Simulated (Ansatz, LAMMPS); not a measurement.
**A frame of liquid (Cs,K,Li)F from 1190 K, run at 900 K (82 atoms) in motion**

Wanted: a short trajectory of a frame of liquid (Cs,K,Li)F from 1190 K, run at 900 K (82 atoms) with its pair distributions.

Method: Kohn-Sham DFT, revPBE, PAW (set soft_2), plane waves, in Ansatz 0.2.0.

## Step 1: Starting point

The cell holds 82 atoms: 15 Cs, 8 K, 18 Li and 41 F. Its edges and angles: a = 12.696 Å, b = 12.696 Å, c = 12.696 Å, α = 90.0°, β = 90.0°, γ = 90.0°. 82 atoms (15 Cs, 8 K, 18 Li, 41 F) placed at random at 2.6 g/cm³, melted at 1800 K for 10 ps at fixed volume with the Lennard-Jones and Coulomb ion parameters for SPC/E (Joung and Cheatham, J. Phys. Chem. B 112, 9020 (2008)), full charges. Snapshot at the end of a hold of 20 ps at 1190 K and fixed volume.

Limits known from the start: The network of bonds at the start is that of the classical potential that made the cell, and needn't be the one that DFT or experiment would give. The cell was made at 1190 K but the dynamics is set to 900 K: the trajectory isn't one at 1190 K. The ion parameters were fitted for water, not for melts, so the starting structure of this cell may lie well off the real melt's. Only the Γ point is sampled, in a cell whose shortest periodic width is 13 Å. Spin–orbit coupling is left out, which matters for the levels of the heavy elements.

## Step 2: Single point at the start

A single point comes first, to see the forces before anything moves.

Contents of input.yaml:

```yaml
crystal:
  lattice:
    - [12.6958, 0.0, 0.0]
    - [0.0, 12.6958, 0.0]
    - [0.0, 0.0, 12.6958]
  atoms:
    - { symbol: Cs, position: [0.8061, 0.69491, 0.37248] }
    - { symbol: Cs, position: [0.06893, 0.15118, 0.53157] }
    - { symbol: Cs, position: [0.2667, 0.74351, 0.52176] }
    - { symbol: Cs, position: [0.46314, 0.77094, 0.8339] }
    [... 72 atom lines left out ...]
    - { symbol: F, position: [0.11061, 0.56242, 0.82219] }
    - { symbol: F, position: [0.86235, 0.87848, 0.96616] }
    - { symbol: F, position: [0.79019, 0.16277, 0.04891] }
    - { symbol: F, position: [0.81659, 0.09031, 0.64695] }
    - { symbol: F, position: [0.59602, 0.61077, 0.68034] }
    - { symbol: F, position: [0.77119, 0.74744, 0.58167] }
kpoints:
  mp_grid: { grid: [1, 1, 1] }
hamiltonian:
  xc: revpbe
scf:
  occupations: { method: fermi_dirac, width: 0.078 }
output:
  forces: true
```

On the command line:

```
$ ansatz run input.yaml --threads 4 --pin off --max-ram 8192MiB --backend cpu --events-out ev --progress --plain --runs-dir out
```

Wall time 17 s (4 threads of Arm Neoverse V2, shared host); peak memory 2.4 GiB.

Numbers from this run:

| Item | Value |
| --- | --- |
| free energy | -134486.3069 eV |
| free energy per atom | -1640.0769 eV/atom |
| SCF cycles | 9 |
| r.m.s. force component | 0.4634 eV/Å |
| longest force | 1.822 eV/Å |
| Fermi energy | 2.748 eV |

The r.m.s. force component of 0.46 eV/Å sets the starting point.

Length of the force by element:

| element | coordination | atoms | mean length of the force (eV/Å) | spread | least | most |
| --- | --- | --- | --- | --- | --- | --- |
| Cs | all | 15 | 0.686 | 0.360 | 0.229 | 1.54 |
| F | all | 41 | 0.774 | 0.361 | 0.253 | 1.82 |
| K | all | 8 | 0.608 | 0.157 | 0.300 | 0.845 |
| Li | all | 18 | 0.718 | 0.288 | 0.249 | 1.26 |

## Step 3: Dynamics at 900 K

A Nosé–Hoover thermostat steers the temperature while disturbing the dynamics little. The time step is 1.0 fs.

Edit input.yaml of step 2 so:

```diff
@@ -15 +15,8 @@
   forces: true
+md:
+  timestep: 1.0
+  n_steps: 210
+  ensemble: nvt_nose_hoover
+  temperature: 900
+  initial_velocities: maxwell_boltzmann
+  seed: 2139
```

Run time: 32 min. Hardware: 4 threads; peak memory 2.6 GiB; 2.1 h of CPU time.

The program notes that it switched symmetry off.

The trajectory, sampled:

| time (fs) | T (K) | potential (meV/atom) | conserved (meV/atom) |
| --- | --- | --- | --- |
| 0.0 | 900 | 0.0 | 0.00 |
| 14.0 | 1001 | -13.0 | -0.01 |
| 28.0 | 1072 | -22.6 | -0.01 |
| 42.0 | 990 | -13.9 | 0.00 |
| 56.0 | 1028 | -21.0 | -0.04 |
| 70.0 | 1007 | -21.3 | -0.02 |
| 84.0 | 1026 | -27.7 | -0.03 |
| 98.0 | 939 | -21.0 | -0.01 |
| 112.0 | 946 | -26.1 | -0.03 |
| 126.0 | 825 | -14.4 | -0.01 |
| 140.0 | 783 | -11.6 | -0.02 |
| 154.0 | 781 | -12.9 | -0.02 |
| 168.0 | 715 | -5.3 | -0.02 |
| 182.0 | 798 | -15.8 | -0.03 |
| 196.0 | 866 | -23.9 | -0.02 |
| 210.0 | 988 | -39.0 | -0.05 |

Mean square displacement from the first frame to the last: Cs 0.54 Å², K 0.73 Å², Li 0.87 Å², F 1.2 Å².

Table of mean square displacement by time lag:

| time lag (fs) | Cs (Å²) | F (Å²) | K (Å²) | Li (Å²) |
| --- | --- | --- | --- | --- |
| 1.0 | 1.8e-5 | 1.2e-4 | 5.2e-5 | 3.4e-4 |
| 5.0 | 4.4e-4 | 0.00304 | 0.00130 | 0.00828 |
| 9.0 | 0.00143 | 0.00976 | 0.00418 | 0.0261 |
| 14.0 | 0.00346 | 0.0233 | 0.0100 | 0.0595 |
| 18.0 | 0.00572 | 0.0378 | 0.0164 | 0.0926 |
| 22.0 | 0.00855 | 0.0553 | 0.0243 | 0.129 |
| 27.0 | 0.0129 | 0.0808 | 0.0362 | 0.174 |
| 31.0 | 0.0170 | 0.104 | 0.0472 | 0.208 |
| 35.0 | 0.0216 | 0.128 | 0.0593 | 0.239 |
| 40.0 | 0.0282 | 0.161 | 0.0761 | 0.272 |
| 44.0 | 0.0341 | 0.188 | 0.0907 | 0.293 |
| 48.0 | 0.0406 | 0.216 | 0.106 | 0.311 |
| 53.0 | 0.0494 | 0.252 | 0.127 | 0.330 |
| 57.0 | 0.0570 | 0.281 | 0.144 | 0.343 |
| 61.0 | 0.0652 | 0.311 | 0.161 | 0.356 |
| 66.0 | 0.0760 | 0.347 | 0.184 | 0.371 |
| 70.0 | 0.0853 | 0.377 | 0.202 | 0.384 |
| 74.0 | 0.0950 | 0.406 | 0.221 | 0.397 |
| 79.0 | 0.108 | 0.442 | 0.244 | 0.415 |
| 83.0 | 0.118 | 0.470 | 0.263 | 0.429 |
| 87.0 | 0.129 | 0.498 | 0.282 | 0.443 |
| 92.0 | 0.144 | 0.532 | 0.306 | 0.461 |
| 96.0 | 0.156 | 0.559 | 0.325 | 0.474 |
| 100.0 | 0.168 | 0.586 | 0.343 | 0.486 |
| 105.0 | 0.185 | 0.618 | 0.367 | 0.500 |

Over the second half of 210 fs the temperature averages 827 K with swings of 77 K r.m.s. The conserved energy stays within 0.05 meV/atom. From first frame to last F has the largest mean square displacement, 1.2 Å² at the end; the farthest move is 2.39 Å. The run spans 0.21 ps, too short for its means to be equilibrium values.

## Step 4: Structure statistics late in the run

The g(r) is a mean over the second half.

Density 2.60 g/cm³, 24.96 Å³ an atom.

Mean of 15 frames. Pair distribution functions g(r), in bins of 0.2 Å:

| r (Å) | total | F-F | F-Li | F-Cs | F-K | Li-Li | Li-Cs |
| --- | --- | --- | --- | --- | --- | --- | --- |
| 1.50 | 0.02 | 0.00 | 0.09 | 0.00 | 0.00 | 0.00 | 0.00 |
| 1.70 | 0.88 | 0.00 | 4.00 | 0.00 | 0.00 | 0.00 | 0.00 |
| 1.90 | 1.56 | 0.00 | 7.14 | 0.00 | 0.00 | 0.00 | 0.00 |
| 2.10 | 0.83 | 0.00 | 3.77 | 0.00 | 0.00 | 0.07 | 0.00 |
| 2.30 | 0.40 | 0.00 | 1.37 | 0.05 | 0.81 | 0.19 | 0.00 |
| 2.50 | 0.60 | 0.07 | 0.79 | 0.32 | 2.83 | 1.60 | 0.00 |
| 2.70 | 0.83 | 0.54 | 0.63 | 1.40 | 2.27 | 1.56 | 0.03 |
| 2.90 | 1.10 | 0.86 | 0.19 | 2.58 | 3.00 | 0.98 | 0.14 |
| 3.10 | 1.31 | 1.58 | 0.35 | 2.71 | 1.92 | 1.26 | 0.48 |
| 3.30 | 1.11 | 1.72 | 0.36 | 1.50 | 0.87 | 1.80 | 0.60 |
| 3.50 | 1.05 | 1.62 | 0.34 | 0.92 | 0.67 | 1.59 | 1.36 |
| 3.70 | 1.07 | 1.36 | 0.44 | 0.96 | 0.63 | 1.23 | 1.90 |
| 3.90 | 1.03 | 1.09 | 0.55 | 0.94 | 0.68 | 1.10 | 1.66 |
| 4.10 | 1.11 | 1.02 | 0.79 | 0.72 | 1.01 | 0.54 | 2.35 |
| 4.30 | 1.01 | 0.83 | 1.08 | 0.48 | 0.86 | 0.48 | 1.69 |
| 4.50 | 0.95 | 0.78 | 1.02 | 0.73 | 1.06 | 0.30 | 1.47 |
| 4.70 | 0.93 | 0.84 | 1.04 | 0.80 | 0.69 | 0.47 | 1.30 |
| 4.90 | 0.91 | 0.74 | 1.04 | 0.98 | 1.02 | 0.45 | 1.00 |
| 5.10 | 0.94 | 0.86 | 1.23 | 0.96 | 0.97 | 0.53 | 0.78 |
| 5.30 | 0.98 | 0.85 | 1.26 | 1.11 | 1.44 | 0.38 | 0.63 |
| 5.50 | 0.96 | 0.97 | 1.02 | 1.19 | 0.92 | 0.84 | 0.64 |
| 5.70 | 1.04 | 1.08 | 0.97 | 1.23 | 1.12 | 0.90 | 0.64 |
| 5.90 | 0.94 | 0.95 | 0.83 | 1.06 | 1.16 | 0.98 | 0.82 |
| 6.10 | 0.95 | 0.99 | 0.85 | 1.17 | 0.92 | 0.76 | 0.88 |

## Step 5: Single point at the last frame

The last frame is solved once more, with the analyses that the dynamics left out.

Contents of input.yaml:

```yaml
crystal:
  lattice:
    - [12.6958, 0.0, 0.0]
    - [0.0, 12.6958, 0.0]
    - [0.0, 0.0, 12.6958]
  atoms:
    - { symbol: Cs, position: [0.84682, 0.73499, 0.36319] }
    - { symbol: Cs, position: [0.10267, 0.14166, 0.45795] }
    - { symbol: Cs, position: [0.24723, 0.74433, 0.57066] }
    - { symbol: Cs, position: [0.49346, 0.77779, 0.85039] }
    [... 72 atom lines left out ...]
    - { symbol: F, position: [0.07635, 0.52063, 0.82908] }
    - { symbol: F, position: [0.83669, 0.87448, 0.89457] }
    - { symbol: F, position: [0.77449, 0.16502, 0.1033] }
    - { symbol: F, position: [0.8603, 0.10729, 0.66699] }
    - { symbol: F, position: [0.57226, 0.56029, 0.62977] }
    - { symbol: F, position: [0.80807, 0.71749, 0.5852] }
kpoints:
  mp_grid: { grid: [1, 1, 1] }
hamiltonian:
  xc: revpbe
scf:
  occupations: { method: fixed }
output:
  forces: true
  stress: true
  populations: true
  dos:
    method: { smearing: { sigma: 0.08 } }
    de: 0.1
    projected: { site_lists: { Cs: [Cs], F: [F], K: [K], Li: [Li] } }
  eigenvalues: true
  write_density: true
  write_potential: true
  volumetric_format: npy
  elf: true
```

Run time: 30 s. Hardware: 4 threads; peak memory 2.4 GiB; 1.9 min of CPU time.

The program notes that the exchange-correlation potential is rough where the density is thin.

Numbers from this run:

```yaml
free_energy: -134489.5017 eV
free_energy_per_atom: -1640.1159 eV/atom
scf_cycles: 9
pressure: 0.003434 GPa
r_m_s_force_component: 0.4297 eV/Å
longest_force: 1.891 eV/Å
fermi_energy: 0.6746 eV
spacing_of_highest_filled_and_lowest_empty_level: 4.011 eV
spilling_of_the_projection: 0.006088
```

Length of the force by element:

| element | coordination | atoms | mean length of the force (eV/Å) | spread | least | most |
| --- | --- | --- | --- | --- | --- | --- |
| Cs | all | 15 | 0.477 | 0.240 | 0.233 | 1.10 |
| F | all | 41 | 0.680 | 0.276 | 0.201 | 1.51 |
| K | all | 8 | 0.502 | 0.195 | 0.284 | 0.896 |
| Li | all | 18 | 0.876 | 0.404 | 0.368 | 1.89 |

Löwdin charges by element (they lack the spilled electrons, 0.041 e an atom on average):

| element | coordination | atoms | mean charge (e) | spread | least | most |
| --- | --- | --- | --- | --- | --- | --- |
| Cs | all | 15 | 0.946 | 0.0085 | 0.930 | 0.959 |
| F | all | 41 | -0.784 | 0.0089 | -0.803 | -0.760 |
| K | all | 8 | 0.853 | 0.0101 | 0.835 | 0.871 |
| Li | all | 18 | 0.804 | 0.0133 | 0.786 | 0.831 |

States in the cell by windows of 1 eV, zero at the Fermi level; the larger projections on atomic orbitals stand beside the total:

| from (eV) | to (eV) | total | F p | Cs p | K p |
| --- | --- | --- | --- | --- | --- |
| -14 | -13 | 0.0 | 0.0 | 0.0 | 0.0 |
| -13 | -12 | 15.4 | 0.0 | 0.0 | 15.3 |
| -12 | -11 | 20.8 | 0.1 | 0.0 | 20.5 |
| -11 | -10 | 11.9 | 0.1 | 0.0 | 11.7 |
| -10 | -8 | 0.0 | 0.0 | 0.0 | 0.0 |
| -8 | -7 | 16.2 | 0.3 | 15.7 | 0.0 |
| -7 | -6 | 65.8 | 1.7 | 63.4 | 0.0 |
| -6 | -5 | 8.0 | 0.2 | 7.7 | 0.0 |
| -5 | -4 | 0.0 | 0.0 | 0.0 | 0.0 |
| -4 | -3 | 10.0 | 9.6 | 0.0 | 0.0 |
| -3 | -2 | 31.5 | 30.0 | 0.3 | 0.1 |
| -2 | -1 | 127.0 | 122.1 | 1.1 | 0.1 |
| -1 | 0 | 76.7 | 74.2 | 0.8 | 0.1 |
| 0 | 1 | 0.9 | 0.9 | 0.0 | 0.0 |
| 1 | 3 | 0.0 | 0.0 | 0.0 | 0.0 |
| 3 | 4 | 1.3 | 0.0 | 0.0 | 0.0 |
| 4 | 5 | 5.8 | 0.2 | 0.1 | 0.0 |

The curve was stored every 0.100 eV, coarse against its broadening of 0.08 eV, so these counts are rough.

With fixed occupations the program's Fermi level is the highest filled level; weight inside the gap is the broadening of levels at its edges.

Between -26 and -14 eV lie 112 more states.

The stored curve holds about 496 of the 548 electrons; the rest, give or take the few that broadening carries across the Fermi level, lie in deeper levels below its range.

The levels nearest the highest filled one (over half full), pooled over k-points and spins:

| level less the highest filled one (eV) | occupation |
| --- | --- |
| -0.220 | 2 |
| -0.151 | 2 |
| -0.144 | 2 |
| -0.103 | 2 |
| -0.03 | 2 |
| 0 | 2 |
| 4.01 | 0 |
| 4.82 | 0 |
| 4.91 | 0 |
| 5.02 | 0 |
| 5.22 | 0 |
| 5.45 | 0 |

Mean Löwdin charges: Cs +0.95, F -0.78, K +0.85, Li +0.80 e (they miss 0.61 % of the electrons, so they add up to more than the cell's charge).

## Step 6: What came out

| Quantity | Value |
| --- | --- |
| mean temperature, second half | 826.8 K |
| temperature swing, second half | 77.29 K |
| slope of the conserved energy against time, by least squares | -0.042 meV/atom/ps |
| free energy per atom | -1640.1159 eV/atom |
| pressure | 0.003434 GPa |
| r.m.s. force component | 0.4297 eV/Å |
| gap (highest filled to lowest empty level) | 4.011 eV |
| wall time of the 3 DFT runs | 33 min |

In words: Over the second half of 210 fs the temperature averages 827 K with swings of 77 K r.m.s. The conserved energy stays within 0.05 meV/atom. The run spans 0.21 ps, too short for its means to be equilibrium values. Between filled and empty levels lie 4.01 eV (at Γ alone); a semilocal functional tends to put such gaps too low. In a disordered cell it changes from sample to sample and from frame to frame.

What to keep in mind: The pressure of a single frame lacks the kinetic term, about 0.46 GPa here.

[Logs are printed without paths, hosts, clocks, repeated set-up lines and the standing remarks that a program may print on its own settings, such as how far it seeks lower states.]

[Hosts, paths, dates, database ids (printed as entryN), source tags and the programs' standing remarks are cut or masked in the printed files.]
